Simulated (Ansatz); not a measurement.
# Al wire along [100], 37 atoms a period: bands along the axis

Aim: is the Al wire along [100], 37 atoms a period a metal or a semiconductor?

Program: Ansatz 0.2.0. Level of theory: DFT PBE, plane waves, PAW; relaxation of a wire's period; PAW set soft_1, in the first sound run; inputs show where later runs differ. Results are calculated unless marked as measured.

## 1. Set-up

The cell holds 37 atoms: 37 Al. Cell: a = 18.920 Å, b = 18.920 Å, c = 4.040 Å, α = 90.0°, β = 90.0°, γ = 90.0°. Vacuum lies along a and b. The structure's axis is c.

## 2. The relaxed wire

Band widths follow the bond lengths, so the wire is relaxed first. The atoms and the third cell vector are free; the box across stays fixed as vacuum. A Fermi-Dirac smearing is set since the result may be a metal. The pressure printed is a third of the stress's trace over the whole box, vacuum included; only the stress along the axis is relaxed.

input.yaml

```yaml
crystal:
  lattice:
    - [18.92, 0.0, 0.0]
    - [0.0, 18.92, 0.0]
    - [0.0, 0.0, 4.04]
  atoms:
    - { symbol: Al, position: [0.179704017, 0.393234672, 0.0] }
    - { symbol: Al, position: [0.179704017, 0.606765328, 0.0] }
    - { symbol: Al, position: [0.286469345, 0.286469345, 0.0] }
    - { symbol: Al, position: [0.286469345, 0.5, 0.0] }
    - { symbol: Al, position: [0.286469345, 0.713530655, 0.0] }
    - { symbol: Al, position: [0.393234672, 0.179704017, 0.0] }
    - { symbol: Al, position: [0.393234672, 0.393234672, 0.0] }
    - { symbol: Al, position: [0.393234672, 0.606765328, 0.0] }
    - { symbol: Al, position: [0.393234672, 0.820295983, 0.0] }
    - { symbol: Al, position: [0.5, 0.286469345, 0.0] }
    - { symbol: Al, position: [0.5, 0.5, 0.0] }
    - { symbol: Al, position: [0.5, 0.713530655, 0.0] }
    - { symbol: Al, position: [0.606765328, 0.179704017, 0.0] }
    - { symbol: Al, position: [0.606765328, 0.393234672, 0.0] }
    - { symbol: Al, position: [0.606765328, 0.606765328, 0.0] }
    - { symbol: Al, position: [0.606765328, 0.820295983, 0.0] }
    - { symbol: Al, position: [0.713530655, 0.286469345, 0.0] }
    - { symbol: Al, position: [0.713530655, 0.5, 0.0] }
    - { symbol: Al, position: [0.713530655, 0.713530655, 0.0] }
    - { symbol: Al, position: [0.820295983, 0.393234672, 0.0] }
    - { symbol: Al, position: [0.820295983, 0.606765328, 0.0] }
    - { symbol: Al, position: [0.179704017, 0.5, 0.5] }
    - { symbol: Al, position: [0.286469345, 0.393234672, 0.5] }
    - { symbol: Al, position: [0.286469345, 0.606765328, 0.5] }
    - { symbol: Al, position: [0.393234672, 0.286469345, 0.5] }
    - { symbol: Al, position: [0.393234672, 0.5, 0.5] }
    - { symbol: Al, position: [0.393234672, 0.713530655, 0.5] }
    - { symbol: Al, position: [0.5, 0.179704017, 0.5] }
    - { symbol: Al, position: [0.5, 0.393234672, 0.5] }
    - { symbol: Al, position: [0.5, 0.606765328, 0.5] }
    - { symbol: Al, position: [0.5, 0.820295983, 0.5] }
    - { symbol: Al, position: [0.606765328, 0.286469345, 0.5] }
    - { symbol: Al, position: [0.606765328, 0.5, 0.5] }
    - { symbol: Al, position: [0.606765328, 0.713530655, 0.5] }
    - { symbol: Al, position: [0.713530655, 0.393234672, 0.5] }
    - { symbol: Al, position: [0.713530655, 0.606765328, 0.5] }
    - { symbol: Al, position: [0.820295983, 0.5, 0.5] }
kpoints:
  mp_grid: { grid: [1, 1, 20] }
scf:
  occupations: { method: fermi_dirac, width: 0.05 }
hamiltonian:
  xc: pbe
  pseudopotentials: { kind: paw, azcp: { folder: soft_1 } }
relax:
  cell: { fix: [a, b, alpha, beta, gamma] }
  max_steps: 45
  f_tol: 0.03
```

Command:

```console
ansatz run input.yaml --threads 16 --pin off --max-ram 61440MiB --backend cuda --events-out ev --progress --plain --runs-dir out --max-vram 78GiB
```

Numbers of over 12 decimals in the logs are rounded to 6 here.

What it wrote:

```text
Engine: ansatz 0.2.0, aarch64-unknown-linux-gnu
Pseudopotentials: kind: paw
Pseudopotential: Al, paw, valence charge 3, recommended cutoff 420 eV (normal), soft_1/Al.paw.azcp
Functional definition: PBE
  parameter kappa = 0.804
  parameter beta = 0.066725
  exchange = pbe_x(kappa = kappa, mu = beta*pi^2/3)
  correlation = pbe_c(beta = beta)
[...]
Crystal: 37 atoms, lattice volume = 1446.184 Å³
Basis set: ecut = 420 eV, 28337 PW (Γ), exchange–correlation on 256×256×60 points (8 copies of the dense FFT grid, shifted against one another)
Bands: 93, of which v1, the nominal top of the filled ones, is band 56 counted from 1 (55 counted from 0)
Symmetry: 16 space group operations
Space group: P4/mmm (ITA 123), of the structure as read, at distance tolerance 1.1e-4 Å
k-points: 11 of 20
Non-local potential: Al, projectors of the file, l = 0: 2, l = 1: 2, l = 2: 1
PAW form: soft (Blöchl's): semilocal exchange-correlation on the pseudo side does not see the compensation charge
PAW one-centre angular grid: Al, 110 points (default); XC on 64 Gauss nodes
Initial density: superposition of atomic densities (neutral atoms: chi_scale 0, normalization atom)
Initial wavefunctions: pseudopotential atomic-orbital guess
[...]
Functional: x = pbe(κ = 0.804, μ = 0.219515), c = pbe(β = 0.066725)
SCF iter   1: F=—  HF=-19883.669385 eV  |F-HF|=—  |Δ(HF+E_count)|=         —  Δρ=2.00e-2  dr2=8.13e1  ethr=3.10e-3  ⟨swp⟩=8.1  Hψ=5655  notcnv=0  defer=75
preconditioner: auto → LDOS  [metal: Δε(μ)=0.003 eV  Ē_g=6.240 eV  σ=0.050 eV  W_gap=0.02  n_scr=130 (ndim 8)  ℏωp=10.3 eV  f_vac=0.350  D(μ)=18.45/eV (n_scr^D=68)  β→1.0]
SCF iter   2: F=—  HF=-19876.147164 eV  |F-HF|=—  |Δ(HF+E_count)|=    7.52e0  Δρ=9.51e-3  dr2=3.61e0  ethr=3.10e-3  ⟨swp⟩=4.3  Hψ=2654  notcnv=0  defer=190
[...]
SCF iter   9: F=-19875.942487 eV  HF=-19875.942487 eV  |F-HF|=3.20e-10  |Δ(HF+E_count)|=   2.70e-8  Δρ=4.53e-7  dr2=6.81e-9  ethr=9.01e-11  ⟨swp⟩=4.8  Hψ=3130  notcnv=0
SCF 1 converged in 9 iterations: F = -19875.942487 eV  dr2 = 6.81e-9
  greatest PAW one-centre occupation: 0.504 electrons in one spin orbital (limit 2), on the Al atom at site 19 (counted from 0), in its partial waves of l = 0
relax step   1: F+E_penalty+E_count = -19875.94248745 eV  Δ(F+E_penalty+E_count) = +0.000e0 eV  max|allowed force component| = 2.245e-1 eV/Å  Δτ_max = 0.0000 Å  P = -0.961 GPa  Ω = 1446.184 Å³  fix = [a, b, alpha, beta, gamma]  reactions: a -0.695, b -0.695 GPa  (9 SCF iters, dr2 threshold 1.00e-7 eV, accepted)
[...]
Crystal: 37 atoms, lattice volume = 1404.868 Å³
Basis set: ecut = 420 eV, 27529 PW (Γ), exchange–correlation on 256×256×60 points (8 copies of the dense FFT grid, shifted against one another)
[...]
iter 1 solved again at ethr=6.07e-4 eV; its pass at ethr=3.10e-3 eV (dr2=6.73e-1 eV) is discarded
SCF iter   1: F=—  HF=-19876.292096 eV  |F-HF|=—  |Δ(HF+E_count)|=         —  Δρ=2.01e-3  dr2=6.94e-1  ethr=6.07e-4  ⟨swp⟩=6.5  Hψ=5185  notcnv=0  defer=3
preconditioner: auto → LDOS  [metal: Δε(μ)=0.044 eV  Ē_g=6.133 eV  σ=0.050 eV  W_gap=0.22  n_scr=130 (ndim 8)  ℏωp=10.4 eV  f_vac=0.385  D(μ)=12.68/eV (n_scr^D=44)  β→1.0]
SCF iter   2: F=—  HF=-19876.229610 eV  |F-HF|=—  |Δ(HF+E_count)|=   6.25e-2  Δρ=1.30e-3  dr2=1.38e-1  ethr=6.07e-4  ⟨swp⟩=3.6  Hψ=2067  notcnv=0  defer=59
[...]
SCF iter   6: F=-19876.211264 eV  HF=-19876.211265 eV  |F-HF|=8.67e-7  |Δ(HF+E_count)|=   1.79e-6  Δρ=4.08e-6  dr2=1.27e-6  ethr=3.33e-9  ⟨swp⟩=5.1  Hψ=3062  notcnv=0
SCF 2 converged in 6 iterations: F = -19876.211264 eV  dr2 = 1.27e-6
  greatest PAW one-centre occupation: 0.500 electrons in one spin orbital (limit 2), on the Al atom at site 19 (counted from 0), in its partial waves of l = 0
relax step   2: F+E_penalty+E_count = -19876.21126434 eV  Δ(F+E_penalty+E_count) = -2.688e-1 eV  max|allowed force component| = 7.435e-2 eV/Å  Δτ_max = 0.0801 Å  P = +0.316 GPa  Ω = 1404.868 Å³  energy of the carried Pulay correction = +3.855e-3 eV  fix = [a, b, alpha, beta, gamma]  reactions: a +0.263, b +0.263 GPa  (6 SCF iters, dr2 threshold 3.70e-6 eV, accepted)
[...]
Crystal: 37 atoms, lattice volume = 1413.543 Å³
[...]
iter 1 solved again at ethr=8.72e-5 eV; its pass at ethr=3.10e-3 eV (dr2=9.68e-2 eV) is discarded
[...]
SCF 3 converged in 6 iterations: F = -19876.231613 eV  dr2 = 5.55e-8
[...]
relax step   3: F+E_penalty+E_count = -19876.23161270 eV  Δ(F+E_penalty+E_count) = -2.035e-2 eV  max|allowed force component| = 1.311e-2 eV/Å  Δτ_max = 0.0244 Å  P = -0.007 GPa  Ω = 1413.543 Å³  energy of the carried Pulay correction = +3.036e-3 eV  fix = [a, b, alpha, beta, gamma]  reactions: a +0.015, b +0.015 GPa  (6 SCF iters, dr2 threshold 4.47e-7 eV, accepted)
[...]
SCF 4 converged in 6 iterations: F = -19876.232200 eV  dr2 = 2.09e-9
relax step   4: F+E_penalty+E_count = -19876.23220026 eV  Δ(F+E_penalty+E_count) = -5.876e-4 eV  max|allowed force component| = 3.506e-3 eV/Å  Δτ_max = 0.0058 Å  P = +0.010 GPa  Ω = 1412.312 Å³  energy of the carried Pulay correction = +3.152e-3 eV  fix = [a, b, alpha, beta, gamma]  reactions: a +0.009, b +0.009 GPa  (6 SCF iters, dr2 threshold 6.66e-9 eV, accepted)
[...]
SCF 5 converged in 5 iterations: F = -19876.229608 eV  dr2 = 3.46e-10
[...]
relax step   5: F+E_penalty+E_count = -19876.22960765 eV  Δ(F+E_penalty+E_count) = +2.593e-3 eV  max|allowed force component| = 3.496e-3 eV/Å  Δτ_max = 0.0000 Å  P = +0.006 GPa  Ω = 1412.312 Å³  fix = [a, b, alpha, beta, gamma]  reactions: a +0.007, b +0.007 GPa  stress off target by 5.95e-3 GPa on what of the cell is left free  SCF on the basis re-selected at this cell (its energy is not comparable with the rows above)  (5 SCF iters)
[...]
SCF converged after 5 iterations
[...]
k-point 10: bands = [... 52 lower, 0.1150, 0.3078, 0.4195, 0.7030, 0.8620, 0.8620, 1.1779, 1.2117, ... 2 higher]
--- Relaxed structure (4 steps of the walk, 4 accepted, 1 SCFs on fresh bases) ---
  F+E_penalty+E_count = -19876.22960765 eV   max|allowed force component| = 3.496e-3 eV/Å   (the final SCF, on the basis selected at the relaxed cell)
  cell:  # Å, volume = 1412.3119 Å³
    - [18.92, 0, 0]
    - [0, 18.92, 0]
    - [0, 0, 3.945376]
  atoms:
    - { symbol: Al, position: [0.183502, 0.394421, 0] }
    - { symbol: Al, position: [0.183502, 0.605579, 0] }
    - { symbol: Al, position: [0.287078, 0.287078, 0] }
    - { symbol: Al, position: [0.287204, 0.5, 0] }
    - { symbol: Al, position: [0.287078, 0.712922, 0] }
    - { symbol: Al, position: [0.394421, 0.183502, 0] }
    - { symbol: Al, position: [0.393561, 0.393561, 0] }
    - { symbol: Al, position: [0.393561, 0.606439, 0] }
    - { symbol: Al, position: [0.394421, 0.816498, 0] }
    - { symbol: Al, position: [0.5, 0.287204, 0] }
    - { symbol: Al, position: [0.5, 0.5, 0] }
    - { symbol: Al, position: [0.5, 0.712796, 0] }
    - { symbol: Al, position: [0.605579, 0.183502, 0] }
    - { symbol: Al, position: [0.606439, 0.393561, 0] }
    - { symbol: Al, position: [0.606439, 0.606439, 0] }
    - { symbol: Al, position: [0.605579, 0.816498, 0] }
    - { symbol: Al, position: [0.712922, 0.287078, 0] }
    - { symbol: Al, position: [0.712796, 0.5, 0] }
    - { symbol: Al, position: [0.712922, 0.712922, 0] }
    - { symbol: Al, position: [0.816498, 0.394421, 0] }
    - { symbol: Al, position: [0.816498, 0.605579, 0] }
    - { symbol: Al, position: [0.177935, 0.5, 0.500000] }
    - { symbol: Al, position: [0.287464, 0.392018, 0.500000] }
    - { symbol: Al, position: [0.287464, 0.607982, 0.500000] }
    - { symbol: Al, position: [0.392018, 0.287464, 0.500000] }
    - { symbol: Al, position: [0.392930, 0.5, 0.500000] }
    - { symbol: Al, position: [0.392018, 0.712536, 0.500000] }
    - { symbol: Al, position: [0.5, 0.177935, 0.500000] }
    - { symbol: Al, position: [0.5, 0.392930, 0.500000] }
    - { symbol: Al, position: [0.5, 0.607070, 0.500000] }
    - { symbol: Al, position: [0.5, 0.822065, 0.500000] }
    - { symbol: Al, position: [0.607982, 0.287464, 0.500000] }
    - { symbol: Al, position: [0.607070, 0.5, 0.500000] }
    - { symbol: Al, position: [0.607982, 0.712536, 0.500000] }
    - { symbol: Al, position: [0.712536, 0.392018, 0.500000] }
    - { symbol: Al, position: [0.712536, 0.607982, 0.500000] }
    - { symbol: Al, position: [0.822065, 0.5, 0.500000] }
```

It took 8.2 s on 1 × NVIDIA GB200 with 16 threads of Arm Neoverse V2, shared host; peak memory 1.3 GiB.

Step by step:

| step | energy less that of the first step (eV) | largest force component (eV/Å) | pressure (GPa) | volume (Å³) |
| --- | --- | --- | --- | --- |
| 1 | 0.0000 | 0.2245 | -0.96 | 1446.18 |
| 2 | -0.2688 | 0.0743 | 0.32 | 1404.87 |
| 3 | -0.2891 | 0.0131 | -0.01 | 1413.54 |
| 4 | -0.2897 | 0.0035 | 0.01 | 1412.31 |
| 5 | -0.2871 | 0.0035 | 0.01 | 1412.31 |

The log counts 1 steps on a newly chosen plane-wave basis, not all of them marked here; energy and pressure can jump at such steps.

The run keeps the 16 symmetry operations that it works with, so distortions that break them were not tested.

| cell as run | before | after | change |
| --- | --- | --- | --- |
| c (Å) | 4.040 | 3.945 | -2.3 % |

The atoms that moved most (Å, along periodic axes as changes of fractional coordinates times the final cell, across vacuum about the mean position):

| atom | dx | dy | dz | length |
| --- | --- | --- | --- | --- |
| Al9 | 0.022 | -0.072 | 0.000 | 0.075 |
| Al20 | -0.072 | 0.022 | 0.000 | 0.075 |
| Al21 | -0.072 | -0.022 | 0.000 | 0.075 |
| Al16 | -0.022 | -0.072 | 0.000 | 0.075 |
| Al1 | 0.072 | 0.022 | 0.000 | 0.075 |
| Al2 | 0.072 | -0.022 | 0.000 | 0.075 |
| Al6 | 0.022 | 0.072 | 0.000 | 0.075 |
| Al13 | -0.022 | 0.072 | 0.000 | 0.075 |

The relaxed structure:

```cif
data_structure
_symmetry_space_group_name_H-M 'P 1'
_symmetry_Int_Tables_number 1
_cell_length_a 18.9200
_cell_length_b 18.9200
_cell_length_c 3.9454
_cell_angle_alpha 90.000
_cell_angle_beta 90.000
_cell_angle_gamma 90.000
_cell_volume 1412.31
loop_
_atom_site_label
_atom_site_type_symbol
_atom_site_fract_x
_atom_site_fract_y
_atom_site_fract_z
_atom_site_occupancy
Al1 Al 0.18350 0.39442 0.00000 1
Al2 Al 0.18350 0.60558 0.00000 1
Al3 Al 0.28708 0.28708 0.00000 1
Al4 Al 0.28720 0.50000 0.00000 1
Al5 Al 0.28708 0.71292 0.00000 1
Al6 Al 0.39442 0.18350 0.00000 1
Al7 Al 0.39356 0.39356 0.00000 1
Al8 Al 0.39356 0.60644 0.00000 1
Al9 Al 0.39442 0.81650 0.00000 1
Al10 Al 0.50000 0.28720 0.00000 1
Al11 Al 0.50000 0.50000 0.00000 1
Al12 Al 0.50000 0.71280 0.00000 1
Al13 Al 0.60558 0.18350 0.00000 1
Al14 Al 0.60644 0.39356 0.00000 1
Al15 Al 0.60644 0.60644 0.00000 1
Al16 Al 0.60558 0.81650 0.00000 1
Al17 Al 0.71292 0.28708 0.00000 1
Al18 Al 0.71280 0.50000 0.00000 1
Al19 Al 0.71292 0.71292 0.00000 1
Al20 Al 0.81650 0.39442 0.00000 1
Al21 Al 0.81650 0.60558 0.00000 1
Al22 Al 0.17794 0.50000 0.50000 1
Al23 Al 0.28746 0.39202 0.50000 1
Al24 Al 0.28746 0.60798 0.50000 1
Al25 Al 0.39202 0.28746 0.50000 1
Al26 Al 0.39293 0.50000 0.50000 1
Al27 Al 0.39202 0.71254 0.50000 1
Al28 Al 0.50000 0.17794 0.50000 1
Al29 Al 0.50000 0.39293 0.50000 1
Al30 Al 0.50000 0.60707 0.50000 1
Al31 Al 0.50000 0.82206 0.50000 1
Al32 Al 0.60798 0.28746 0.50000 1
Al33 Al 0.60707 0.50000 0.50000 1
Al34 Al 0.60798 0.71254 0.50000 1
Al35 Al 0.71254 0.39202 0.50000 1
Al36 Al 0.71254 0.60798 0.50000 1
Al37 Al 0.82206 0.50000 0.50000 1
```

This step gave:

```yaml
energy_at_zero_smearing: -19876.1777 eV
cell_length_along_the_wire: 3.945 Å
```

The cell's length comes to 3.945 Å with spin left out.

## 3. Bands of the perfect wire

This step: DFT PBE, plane waves, PAW; bands of a perfect wire; PAW set soft_1 (Ansatz 0.2.0).

At the relaxed period the bands are computed along the axis; those that cross an energy going forward count the channels that a perfect wire would open there.

input.yaml

```yaml
crystal:
  lattice:
    - [18.92, 0.0, 0.0]
    - [0.0, 18.92, 0.0]
    - [0.0, 0.0, 3.9453755597]
  atoms:
    - { symbol: Al, position: [0.183502374, 0.394420603, 0.0] }
    - { symbol: Al, position: [0.183502374, 0.605579397, 0.0] }
    - { symbol: Al, position: [0.287078306, 0.287078306, 0.0] }
    - { symbol: Al, position: [0.287204103, 0.5, 0.0] }
    - { symbol: Al, position: [0.287078306, 0.712921694, 0.0] }
    - { symbol: Al, position: [0.394420603, 0.183502374, 0.0] }
    - { symbol: Al, position: [0.393561053, 0.393561053, 0.0] }
    - { symbol: Al, position: [0.393561053, 0.606438947, 0.0] }
    - { symbol: Al, position: [0.394420603, 0.816497626, 0.0] }
    - { symbol: Al, position: [0.5, 0.287204103, 0.0] }
    - { symbol: Al, position: [0.5, 0.5, 0.0] }
    - { symbol: Al, position: [0.5, 0.712795897, 0.0] }
    - { symbol: Al, position: [0.605579397, 0.183502374, 0.0] }
    - { symbol: Al, position: [0.606438947, 0.393561053, 0.0] }
    - { symbol: Al, position: [0.606438947, 0.606438947, 0.0] }
    - { symbol: Al, position: [0.605579397, 0.816497626, 0.0] }
    - { symbol: Al, position: [0.712921694, 0.287078306, 0.0] }
    - { symbol: Al, position: [0.712795897, 0.5, 0.0] }
    - { symbol: Al, position: [0.712921694, 0.712921694, 0.0] }
    - { symbol: Al, position: [0.816497626, 0.394420603, 0.0] }
    - { symbol: Al, position: [0.816497626, 0.605579397, 0.0] }
    - { symbol: Al, position: [0.177935317, 0.5, 0.5] }
    - { symbol: Al, position: [0.287464355, 0.392018402, 0.5] }
    - { symbol: Al, position: [0.287464355, 0.607981598, 0.5] }
    - { symbol: Al, position: [0.392018402, 0.287464355, 0.5] }
    - { symbol: Al, position: [0.392930016, 0.5, 0.5] }
    - { symbol: Al, position: [0.392018402, 0.712535645, 0.5] }
    - { symbol: Al, position: [0.5, 0.177935317, 0.5] }
    - { symbol: Al, position: [0.5, 0.392930016, 0.5] }
    - { symbol: Al, position: [0.5, 0.607069984, 0.5] }
    - { symbol: Al, position: [0.5, 0.822064683, 0.5] }
    - { symbol: Al, position: [0.607981598, 0.287464355, 0.5] }
    - { symbol: Al, position: [0.607069984, 0.5, 0.5] }
    - { symbol: Al, position: [0.607981598, 0.712535645, 0.5] }
    - { symbol: Al, position: [0.712535645, 0.392018402, 0.5] }
    - { symbol: Al, position: [0.712535645, 0.607981598, 0.5] }
    - { symbol: Al, position: [0.822064683, 0.5, 0.5] }
kpoints:
  mp_grid: { grid: [1, 1, 21] }
  band_path: { path: ["Γ", Z], npoints: 90 }
scf:
  occupations: { method: fermi_dirac, width: 0.05 }
hamiltonian:
  xc: pbe
  pseudopotentials: { kind: paw, azcp: { folder: soft_1 } }
output:
  dos: { e_range: [-5, 4] }
  write_potential: true
  write_density: true
  volumetric_format: npy
```

What it wrote:

```text
[...]
device memory: the entry about to start is reckoned to put 23.3 GiB on a device that reports 109.7 GiB free (of which the cap on the GPU budget leaves the run 78.0 GiB)
GPU FFT provider: cuFFT
GPU libraries: cuBLAS 13.8.1, cuFFT 12.4.0, cuSOLVER 12.3.2
GPU matrix products: emulated (plane waves: as basis.precision tells), large ones in fixed point in workspaces of 1.00 GiB
Crystal: 37 atoms, lattice volume = 1412.312 Å³
Basis set: ecut = 420 eV, 27681 PW (Γ)
Bands: 93, of which v1, the nominal top of the filled ones, is band 56 counted from 1 (55 counted from 0)
[... 1 set-up line as in the run before ...]
[...]
k-points: 11 of 21
[...]
GPU buffer pool allocated for 442368 grid points (all kernels)
GPU transforms: local potential and band sums: pruned to the plane-wave sphere, on 125×125×27
[...]
SCF iter   1: F=—  HF=-19884.635508 eV  |F-HF|=—  |Δ(HF+E_count)|=         —  Δρ=2.10e-2  dr2=8.51e1  ethr=3.10e-3  ⟨swp⟩=7.9  Hψ=5653  notcnv=0  defer=81
[...]
SCF iter   9: F=-19876.222186 eV  HF=-19876.222186 eV  |F-HF|=9.88e-9  |Δ(HF+E_count)|=   1.05e-6  Δρ=1.17e-6  dr2=4.05e-8  ethr=9.01e-11  ⟨swp⟩=38.1  Hψ=7893  notcnv=0
SCF 1 converged in 9 iterations: F = -19876.222186 eV  dr2 = 4.05e-8
[...]
NSCF: frozen V_eff on 91 k-points
WARN: The output density's exchange-correlation potential varies sharply where the density is thin. Do not read a vacuum level from v_tot or v_xc, or from such a field of the output density. On a cell that repeats whose density bears no net charge and no dipole along the vacuum's axis use v_es (v_loc + v_h of the components); under efield.dipole_correction with no amplitude use v_es + v_field, which holds any externa [...]
SCF converged after 9 iterations
Free energy (F): -19876.222186 eV
[...]
Internal energy: -19876.115502 eV  (E = F + TS)
E sigma→0 (E₀):  -19876.168844 eV
Entropy (-TS):   -0.106684 eV (-2.883 meV/atom)
Fermi energy:    1.114725 eV
[...]
--- Band table (eV; the first three rows and the last of 11) ---
  k-point 0: bands = [... 52 lower, 1.5601, 1.5601, 1.5731, 1.6175, 1.6175, 1.7327, 1.7355, 1.9294, ... 33 higher]
  k-point 1: bands = [... 52 lower, 1.3094, 1.4452, 1.6501, 1.6501, 1.6873, 1.7688, 1.7838, 1.8147, ... 33 higher]
  k-point 2: bands = [... 52 lower, 1.3883, 1.4485, 1.6673, 1.6673, 1.6715, 1.8164, 1.9342, 2.0528, ... 33 higher]
  k-point 10: bands = [... 52 lower, 0.1889, 0.2845, 0.4508, 0.7620, 0.8883, 0.8883, 1.1532, 1.1592, ... 33 higher]
```

Wall time 11 s (1 × NVIDIA GB200 with 16 threads); peak memory 1.7 GiB; 2.1 min of CPU time.

In the SCF lines HF is the Harris–Foulkes energy and dr2 the Hartree energy of the density residual, in eV; the loop may stop once dr2 is under the threshold and the program's other checks hold. Hψ counts applications of the Hamiltonian.

Numbers from this step:

* energy at zero smearing: -19876.1688 eV
* band gap on the path through both edges: 0 eV

Electronic bands along the path, in eV, zero at the Fermi level; # counts the bands kept:

| point | #40 | #41 | #42 | #43 | #44 | #45 | #46 | #47 |
| --- | --- | --- | --- | --- | --- | --- | --- | --- |
| Γ | 0.45 | 0.45 | 0.46 | 0.50 | 0.50 | 0.62 | 0.62 | 0.81 |
| halfway | -0.34 | -0.30 | -0.30 | -0.21 | 0.02 | 0.02 | 0.39 | 0.40 |
| Z | -1.00 | -0.81 | -0.70 | -0.41 | -0.25 | -0.25 | 0.06 | 0.10 |

Between Γ and Z the bands cross the Fermi level 21 times, so a perfect wire would conduct at least 21 G₀, with spin left out.

## 4. Outcome

```json
{
  "cell length, PBE": "3.945 Å",
  "ballistic conductance by band crossings, a lower bound, PBE": "21 G₀"
}
```

In words: Under PBE the cell's length is 3.95 Å, and the bands cross the Fermi level 21 times between Γ and Z, which gives a perfect wire at least 21 G₀ (opposite crossings within one step of the path cancel in such a count).

[Logs are printed without paths, hosts, clocks, repeated set-up lines and the standing remarks that a program may print on its own settings, such as how far it seeks lower states.]

[Hosts, paths, dates, database ids (printed as entryN), source tags and the programs' standing remarks are cut or masked in the printed files.]
